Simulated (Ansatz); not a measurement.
# Ca on Cu(111): change of the work function, part 2 of 3

Aim: the work function of Cu(111) at several coverages of Ca (fcc site), and the dipole that each adsorbate carries.

Ansatz 0.2.0; plane-wave DFT, PBE, Ansatz PAW.

So far, work function, upper face (eV): step 2 (the clean slab) 4.79.

## Step 3: The covered slab, k-mesh 4×4×1, coverage 0.111 ML

System of this step: Ca/Cu(111). The cell holds 37 atoms: 36 Cu and 1 Ca. Its edges and angles: a = 7.658 Å, b = 7.658 Å, c = 27.062 Å, α = 90.0°, β = 90.0°, γ = 60.0°. Vacuum lies along c.

The clean slab as it ended is repeated in the plane and the adsorbate is set on one face; the cell's size fixes the coverage, and the k-mesh shrinks with it to keep the sampling density about even. Adsorbate and upper layers relax, since the dipole depends on the height.

input.yaml

```yaml
crystal:
  lattice:
    - [7.6579664403, 1.0e-10, 0.0]
    - [3.8289832201, 6.6319934787, 0.0]
    - [0.0, 0.0, 27.061992489]
  atoms:
    - { symbol: Cu, position: [0.0, 0.0, 0.3325697472] }
    - { symbol: Cu, position: [0.1111111111, 0.1111111111, 0.409586784] }
    - { symbol: Cu, position: [0.2222222222, 0.2222222222, 0.4866038208] }
    - { symbol: Cu, position: [0.0, 0.0, 0.5636208577] }
    - { symbol: Cu, position: [0.0, 0.3333333333, 0.3325697472] }
    - { symbol: Cu, position: [0.1111111111, 0.4444444444, 0.409586784] }
    - { symbol: Cu, position: [0.2222222222, 0.5555555556, 0.4866038208] }
    - { symbol: Cu, position: [0.0, 0.3333333333, 0.5636208577] }
    - { symbol: Cu, position: [0.0, 0.6666666667, 0.3325697472] }
    - { symbol: Cu, position: [0.1111111111, 0.7777777778, 0.409586784] }
    - { symbol: Cu, position: [0.2222222222, 0.8888888889, 0.4866038208] }
    - { symbol: Cu, position: [0.0, 0.6666666667, 0.5636208577] }
    - { symbol: Cu, position: [0.3333333333, 0.0, 0.3325697472] }
    - { symbol: Cu, position: [0.4444444444, 0.1111111111, 0.409586784] }
    - { symbol: Cu, position: [0.5555555556, 0.2222222222, 0.4866038208] }
    - { symbol: Cu, position: [0.3333333333, 0.0, 0.5636208577] }
    - { symbol: Cu, position: [0.3333333333, 0.3333333333, 0.3325697472] }
    - { symbol: Cu, position: [0.4444444444, 0.4444444444, 0.409586784] }
    - { symbol: Cu, position: [0.5555555556, 0.5555555556, 0.4866038208] }
    - { symbol: Cu, position: [0.3333333333, 0.3333333333, 0.5636208577] }
    - { symbol: Cu, position: [0.3333333333, 0.6666666667, 0.3325697472] }
    - { symbol: Cu, position: [0.4444444444, 0.7777777778, 0.409586784] }
    - { symbol: Cu, position: [0.5555555556, 0.8888888889, 0.4866038208] }
    - { symbol: Cu, position: [0.3333333333, 0.6666666667, 0.5636208577] }
    - { symbol: Cu, position: [0.6666666667, 0.0, 0.3325697472] }
    - { symbol: Cu, position: [0.7777777778, 0.1111111111, 0.409586784] }
    - { symbol: Cu, position: [0.8888888889, 0.2222222222, 0.4866038208] }
    - { symbol: Cu, position: [0.6666666667, 0.0, 0.5636208577] }
    - { symbol: Cu, position: [0.6666666667, 0.3333333333, 0.3325697472] }
    - { symbol: Cu, position: [0.7777777778, 0.4444444444, 0.409586784] }
    - { symbol: Cu, position: [0.8888888889, 0.5555555556, 0.4866038208] }
    - { symbol: Cu, position: [0.6666666667, 0.3333333333, 0.5636208577] }
    - { symbol: Cu, position: [0.6666666667, 0.6666666667, 0.3325697472] }
    - { symbol: Cu, position: [0.7777777778, 0.7777777778, 0.409586784] }
    - { symbol: Cu, position: [0.8888888889, 0.8888888889, 0.4866038208] }
    - { symbol: Cu, position: [0.6666666667, 0.6666666667, 0.5636208577] }
    - { symbol: Ca, position: [0.1111111111, 0.1111111111, 0.6674302528] }
kpoints:
  mp_grid: { grid: [4, 4, 1] }
hamiltonian:
  xc: pbe
scf:
  occupations: { method: fermi_dirac, width: 0.1 }
  convergence: { dr2_threshold: 1.0e-08 }
efield:
  axis: 3
  dipole_correction: true
  ramp_position: 0.97
  ramp_width: 0.06
relax:
  f_tol: 0.02
  max_steps: 60
  constraints:
    - { sites: [0, 1, 4, 5, 8, 9, 12, 13, 16, 17, 20, 21, 24, 25, 28, 29, 32, 33] }
output:
  write_potential: true
  write_density: true
  volumetric_format: npy
```

Command:

```sh
$ ansatz run input.yaml --threads 4 --pin off --max-ram 16384MiB --backend cpu --events-out ev --progress --plain --runs-dir out
```

Log:

```text
[...]
Crystal: 37 atoms, lattice volume = 1374.413 Å³
Basis set: ecut = 420 eV, 26917 PW (Γ), exchange–correlation on 108×108×384 points (8 copies of the dense FFT grid, shifted against one another)
Bands: 417, of which v1, the nominal top of the filled ones, is band 347 counted from 1 (346 counted from 0)
Symmetry: 6 space group operations
[...]
k-points: 4 of 16 (time reversal used)
[...]
SCF iter   1: F=—  HF=-240315.240308 eV  |F-HF|=—  |Δ(HF+E_count)|=         —  Δρ=3.73e-3  dr2=4.66e0  ethr=1.77e-3  p=0.757 e·Å  D=9.97e-2 V/Å  ΔV_dip=-2.70 eV  dr2_dipole=2.66e0  V_vac-E_F(+/−)=2.11/4.81 eV  ⟨swp⟩=8.8  Hψ=7205  notcnv=0  defer=137
[...]
SCF iter  15: F=-240315.142025 eV  HF=-240315.142025 eV  |F-HF|=9.26e-9  |Δ(HF+E_count)|=   4.00e-8  Δρ=7.64e-7  dr2=6.88e-9  ethr=1.44e-12  p=0.620 e·Å  D=8.16e-2 V/Å  ΔV_dip=-2.21 eV  dr2_dipole=2.08e-11  V_vac-E_F(+/−)=2.59/4.80 eV  ⟨swp⟩=9.2  Hψ=10247  notcnv=0
SCF 1 converged in 15 iterations: F = -240315.142025 eV  dr2 = 6.88e-9
[...]
relax step   1: F+E_penalty+E_count = -240315.14202471 eV  Δ(F+E_penalty+E_count) = +0.000e0 eV  max|allowed force component| = 1.308e0 eV/Å  Δτ_max = 0.0000 Å  (15 SCF iters, accepted)
[...]
iter 1 solved again at ethr=1.87e-5 eV; its pass at ethr=3.10e-3 eV (dr2=1.29e-1 eV) is discarded
[...]
SCF iter  12: F=-240315.375329 eV  HF=-240315.375329 eV  |F-HF|=1.54e-8  |Δ(HF+E_count)|=   6.02e-8  Δρ=7.98e-7  dr2=8.32e-9  ethr=1.44e-12  p=0.658 e·Å  D=8.66e-2 V/Å  ΔV_dip=-2.34 eV  dr2_dipole=3.31e-11  V_vac-E_F(+/−)=2.46/4.80 eV  ⟨swp⟩=10.0  Hψ=11060  notcnv=0
SCF 2 converged in 12 iterations: F = -240315.375329 eV  dr2 = 8.32e-9
relax step   2: F+E_penalty+E_count = -240315.37532868 eV  Δ(F+E_penalty+E_count) = -2.333e-1 eV  max|allowed force component| = 1.046e0 eV/Å  Δτ_max = 0.1954 Å  (12 SCF iters, accepted)
SCF iter   1: F=—  HF=-240315.556533 eV  |F-HF|=—  |Δ(HF+E_count)|=         —  Δρ=1.97e-3  dr2=1.15e-1  ethr=1.05e-4  p=0.658 e·Å  D=8.66e-2 V/Å  ΔV_dip=-2.34 eV  dr2_dipole=5.19e-3  V_vac-E_F(+/−)=2.46/4.81 eV  ⟨swp⟩=7.5  Hψ=6374  notcnv=0  defer=149
[...]
SCF iter  12: F=-240315.537164 eV  HF=-240315.537164 eV  |F-HF|=7.74e-9  |Δ(HF+E_count)|=   1.28e-7  Δρ=8.56e-7  dr2=9.10e-9  ethr=1.44e-12  p=0.693 e·Å  D=9.12e-2 V/Å  ΔV_dip=-2.47 eV  dr2_dipole=2.89e-10  V_vac-E_F(+/−)=2.33/4.80 eV  ⟨swp⟩=10.0  Hψ=11353  notcnv=0
SCF 3 converged in 12 iterations: F = -240315.537164 eV  dr2 = 9.10e-9
[...]
relax step   3: F+E_penalty+E_count = -240315.53716435 eV  Δ(F+E_penalty+E_count) = -1.618e-1 eV  max|allowed force component| = 4.232e-1 eV/Å  Δτ_max = 0.1986 Å  (12 SCF iters, accepted)
[...]
relax step   4: F+E_penalty+E_count = -240315.56913234 eV  Δ(F+E_penalty+E_count) = -3.197e-2 eV  max|allowed force component| = 3.043e-1 eV/Å  Δτ_max = 0.1871 Å  (13 SCF iters, accepted)
[...]
relax step   5: F+E_penalty+E_count = -240315.58184757 eV  Δ(F+E_penalty+E_count) = -1.272e-2 eV  max|allowed force component| = 3.081e-2 eV/Å  Δτ_max = 0.0255 Å  (12 SCF iters, accepted)
SCF iter   1: F=—  HF=-240315.581972 eV  |F-HF|=—  |Δ(HF+E_count)|=         —  Δρ=2.70e-4  dr2=5.53e-4  ethr=1.13e-6  p=0.701 e·Å  D=9.23e-2 V/Å  ΔV_dip=-2.50 eV  dr2_dipole=4.62e-5  V_vac-E_F(+/−)=2.30/4.80 eV  ⟨swp⟩=3.0  Hψ=3462  notcnv=0  defer=166
[...]
SCF iter   9: F=-240315.582167 eV  HF=-240315.582167 eV  |F-HF|=3.00e-9  |Δ(HF+E_count)|=   2.85e-9  Δρ=3.38e-7  dr2=2.08e-9  ethr=1.44e-12  p=0.701 e·Å  D=9.23e-2 V/Å  ΔV_dip=-2.50 eV  dr2_dipole=2.70e-10  V_vac-E_F(+/−)=2.30/4.80 eV  ⟨swp⟩=8.5  Hψ=10090  notcnv=0
SCF 6 converged in 9 iterations: F = -240315.582167 eV  dr2 = 2.08e-9
relax step   6: F+E_penalty+E_count = -240315.58216742 eV  Δ(F+E_penalty+E_count) = -3.199e-4 eV  max|allowed force component| = 8.112e-3 eV/Å  Δτ_max = 0.0066 Å  (9 SCF iters, accepted)
NSCF: frozen V_eff on 4 k-points
[...]
WARN: The output density's exchange-correlation potential varies sharply where the density is thin. Do not read a vacuum level from v_tot or v_xc, or from such a field of the output density. On a cell that repeats whose density bears no net charge and no dipole along the vacuum's axis use v_es (v_loc + v_h of the components); under efield.dipole_correction with no amplitude use v_es + v_field, which holds any externa [...]
SCF converged after 9 iterations
Free energy (F): -240315.582167 eV
[...]
Internal energy: -240315.139438 eV  (E = F + TS)
E sigma→0 (E₀):  -240315.360803 eV
Entropy (-TS):   -0.442729 eV (-11.966 meV/atom)
Fermi energy:    3.062561 eV
Dipole field:    D = 0.092243 V/Å  (p = 0.700628 e·Å, saw-weighted, corrected)
Work function:   Φ+ = 2.3017 eV   Φ− = 4.7980 eV
[...]
--- Forces (eV/Å), atoms counted from 1 ---
  atom   1  Cu    -0.00873884    -0.00504537    -0.00004944
  atom   2  Cu     0.00000000     0.00000000    -0.09496938
  atom   3  Cu    -0.00025439    -0.00014687     0.00185350
  atom   4  Cu    -0.00702479    -0.00405577     0.00135390
  atom   5  Cu    -0.00000000     0.01009075    -0.00004944
  atom   6  Cu     0.02501306     0.03215527     0.00506631
  atom   7  Cu    -0.00107790     0.00062233    -0.00061505
  atom   8  Cu    -0.00000000     0.00811153     0.00135390
  atom   9  Cu    -0.00623354     0.00359894     0.00065916
  atom  10  Cu    -0.01534075    -0.03773958     0.00506631
  atom  11  Cu    -0.00000000     0.00029374     0.00185350
  atom  12  Cu     0.00099274    -0.00057316    -0.00102494
  atom  13  Cu     0.00873884    -0.00504537    -0.00004944
  atom  14  Cu     0.04035381     0.00558431     0.00506631
  atom  15  Cu     0.00000000    -0.00124465    -0.00061505
  atom  16  Cu     0.00702479    -0.00405577     0.00135390
  atom  17  Cu     0.00630700     0.00364135     0.01014414
  atom  18  Cu     0.00000000    -0.00000000     0.10715858
  atom  19  Cu     0.00107790     0.00062233    -0.00061505
  atom  20  Cu    -0.00030537    -0.00017631    -0.00205023
  atom  21  Cu     0.00000000    -0.00728270     0.01014414
  atom  22  Cu     0.01534075    -0.03773958     0.00506631
  atom  23  Cu     0.00017112    -0.00009879     0.00027761
  atom  24  Cu    -0.00000000     0.00035261    -0.00205023
  atom  25  Cu     0.00000000    -0.00719787     0.00065916
  atom  26  Cu    -0.04035381     0.00558431     0.00506631
  atom  27  Cu     0.00025439    -0.00014687     0.00185350
  atom  28  Cu    -0.00000000     0.00114632    -0.00102494
  atom  29  Cu    -0.00630700     0.00364135     0.01014414
  atom  30  Cu    -0.02501306     0.03215527     0.00506631
  atom  31  Cu    -0.00000000     0.00019759     0.00027761
  atom  32  Cu     0.00030537    -0.00017631    -0.00205023
  atom  33  Cu     0.00623354     0.00359894     0.00065916
  atom  34  Cu    -0.00000000     0.00000000    -0.07495209
  atom  35  Cu    -0.00017112    -0.00009879     0.00027761
  atom  36  Cu    -0.00099274    -0.00057316    -0.00102494
  atom  37  Ca     0.00000000     0.00000000     0.00076753
  max |Σ_I F_I| component: 4.85e-5 eV/Å
--- Band table (eV) ---
  k-point 0: bands = [... 343 lower, 1.4822, 2.3858, 2.4174, 2.4174, 2.5557, 2.5557, 2.5558, 2.5974, ... 66 higher]
  k-point 1: bands = [... 343 lower, 2.0764, 2.2633, 2.3006, 2.3491, 2.9567, 3.2638, 3.2660, 3.5272, ... 66 higher]
  k-point 2: bands = [... 343 lower, 2.8779, 2.8826, 2.8837, 2.8885, 3.3940, 3.4036, 3.4123, 3.4428, ... 66 higher]
  k-point 3: bands = [... 343 lower, 2.8310, 2.9004, 3.0948, 3.1681, 3.2503, 3.3262, 3.4178, 3.4473, ... 66 higher]
--- Relaxed structure (6 steps of the walk, 6 accepted, 0 SCFs on fresh bases) ---
  F+E_penalty+E_count = -240315.58216742 eV   max|allowed force component| = 8.112e-3 eV/Å
  atoms:
    - { symbol: Cu, position: [1.111111e-11, 1.111111e-11, 0.332570] }
    - { symbol: Cu, position: [0.111111, 0.111111, 0.409587] }
    - { symbol: Cu, position: [0.222707, 0.222707, 0.485680] }
    - { symbol: Cu, position: [-0.00176541, -0.00176541, 0.561391] }
    - { symbol: Cu, position: [1.111117e-11, 0.333333, 0.332570] }
    - { symbol: Cu, position: [0.111111, 0.444444, 0.409587] }
    - { symbol: Cu, position: [0.222758, 0.555288, 0.487582] }
    - { symbol: Cu, position: [-0.00176541, 0.336864, 0.561391] }
    - { symbol: Cu, position: [-2.222217e-11, 0.666667, 0.332570] }
    - { symbol: Cu, position: [0.111111, 0.777778, 0.409587] }
    - { symbol: Cu, position: [0.222707, 0.887919, 0.485680] }
    - { symbol: Cu, position: [-0.000171114, 0.666752, 0.564625] }
    - { symbol: Cu, position: [0.333333, 1.111111e-11, 0.332570] }
    - { symbol: Cu, position: [0.444444, 0.111111, 0.409587] }
    - { symbol: Cu, position: [0.555288, 0.222758, 0.487582] }
    - { symbol: Cu, position: [0.336864, -0.00176541, 0.561391] }
    - { symbol: Cu, position: [0.333333, 0.333333, 0.332570] }
    - { symbol: Cu, position: [0.444444, 0.444444, 0.409587] }
    - { symbol: Cu, position: [0.555288, 0.555288, 0.487582] }
    - { symbol: Cu, position: [0.332236, 0.332236, 0.565637] }
    - { symbol: Cu, position: [0.333333, 0.666667, 0.332570] }
    - { symbol: Cu, position: [0.444444, 0.777778, 0.409587] }
    - { symbol: Cu, position: [0.557327, 0.888003, 0.486108] }
    - { symbol: Cu, position: [0.332236, 0.668862, 0.565637] }
    - { symbol: Cu, position: [0.666667, -2.222220e-11, 0.332570] }
    - { symbol: Cu, position: [0.777778, 0.111111, 0.409587] }
    - { symbol: Cu, position: [0.887919, 0.222707, 0.485680] }
    - { symbol: Cu, position: [0.666752, -0.000171114, 0.564625] }
    - { symbol: Cu, position: [0.666667, 0.333333, 0.332570] }
    - { symbol: Cu, position: [0.777778, 0.444444, 0.409587] }
    - { symbol: Cu, position: [0.888003, 0.557327, 0.486108] }
    - { symbol: Cu, position: [0.668862, 0.332236, 0.565637] }
    - { symbol: Cu, position: [0.666667, 0.666667, 0.332570] }
    - { symbol: Cu, position: [0.777778, 0.777778, 0.409587] }
    - { symbol: Cu, position: [0.888003, 0.888003, 0.486108] }
    - { symbol: Cu, position: [0.666752, 0.666752, 0.564625] }
    - { symbol: Ca, position: [0.111111, 0.111111, 0.646863] }
```

It took 18 min on 4 threads of Arm Neoverse V1, shared host; peak memory 9.8 GiB.

The steps of the relaxation:

```csv
step,energy less that of the first step (eV),largest force component (eV/Å)
1,0.0000,1.3084
2,-0.2333,1.0457
3,-0.3951,0.4232
4,-0.4271,0.3043
5,-0.4398,0.0308
6,-0.4401,0.0081
```

Forces are held to the 6 operations that the program found; a distortion that breaks them can't arise in this run.

The atoms that moved most (Å):

```csv
atom,dx,dy,dz,length
Ca37,0.000,0.000,-0.557,0.557
Cu4,-0.020,-0.012,-0.060,0.065
Cu16,0.020,-0.012,-0.060,0.065
Cu8,0.000,0.023,-0.060,0.065
Cu32,0.013,-0.007,0.055,0.056
Cu20,-0.013,-0.007,0.055,0.056
Cu24,0.000,0.015,0.055,0.056
Cu36,0.001,0.001,0.027,0.027
```

Final coordinates:

```
Cu Ca
1.0
     7.65797    0.00000    0.00000
     3.82898    6.63199    0.00000
     0.00000    0.00000   27.06199
Cu Ca
36 1
Cartesian
  0.0000 0.0000 9.0000
  1.2763 0.7369 11.0842
  2.5582 1.4770 13.1435
  -0.0203 -0.0117 15.1924
  1.2763 2.2107 9.0000
  2.5527 2.9476 11.0842
  3.8321 3.6827 13.1949
  1.2763 2.2341 15.1924
  2.5527 4.4213 9.0000
  3.8290 5.1582 11.0842
  5.1053 5.8887 13.1435
  2.5517 4.4219 15.2799
  2.5527 0.0000 9.0000
  3.8290 0.7369 11.0842
  5.1053 1.4773 13.1949
  2.5729 -0.0117 15.1924
  3.8290 2.2107 9.0000
  5.1053 2.9476 11.0842
  6.3786 3.6827 13.1949
  3.8164 2.2034 15.3073
  5.1053 4.4213 9.0000
  6.3816 5.1582 11.0842
  7.6681 5.8892 13.1551
  5.1053 4.4359 15.3073
  5.1053 0.0000 9.0000
  6.3816 0.7369 11.0842
  7.6524 1.4770 13.1435
  5.1053 -0.0011 15.2799
  6.3816 2.2107 9.0000
  7.6580 2.9476 11.0842
  8.9343 3.6962 13.1551
  6.3942 2.2034 15.3073
  7.6580 4.4213 9.0000
  8.9343 5.1582 11.0842
  10.2004 5.8892 13.1551
  7.6589 4.4219 15.2799
  1.2763 0.7369 17.5054
```

Read from the output:

| Item | Value |
| --- | --- |
| energy at zero smearing | -240315.3608 eV |
| work function, upper face | 2.302 eV |
| work function, lower face | 4.798 eV |
| dipole along the normal | 0.7006 e·Å |
| step between the vacuum levels | -2.496 eV |

Running mean over 2.084 Å of the planar mean; the ramp of the sawtooth is left out. Table of electron's electrostatic potential energy less the Fermi level by z:

z (Å), electron's electrostatic potential energy less the Fermi level (eV) and a bar from the least value:
```
        4       4.80 ##############################
        5       4.79 ##############################
        6       4.74 ##############################
        7       4.10 ############################
        8      -2.77 #############
        9      -8.58 #
       10      -8.81 
       11      -8.86 
       12      -8.86 
       13      -8.84 
       14      -8.74 
       15      -8.73 
       16      -5.95 ######
       17       0.68 #####################
       18       0.97 ######################
       19       1.81 #######################
       20       2.20 ########################
       21       2.28 ########################
       22       2.30 #########################
       23       2.30 #########################
```

The relaxation took 6 steps and lowered the energy by 0.44 eV; the largest force on the free atoms ends at 0.0081 eV/Å.

The covered face has 2.30 eV, -2.48 eV against the clean one; the bare back face has moved by +0.01 eV, a measure of how thin the slab is.

(Part 2 of 3 ends here.)

[Long decimals in the printed logs are rounded to 6 places.]

[Logs are printed without paths, hosts, clocks, repeated set-up lines and the standing remarks that a program may print on its own settings, such as how far it seeks lower states.]

[Hosts, paths, dates, database ids (printed as entryN), source tags and the programs' standing remarks are cut or masked in the printed files.]

[Maps of the electrostatic potential energy from Ansatz leave out the sawtooth potential of an applied field or a dipole correction, so their vacuum need not be flat; planar profiles and work functions include it.]
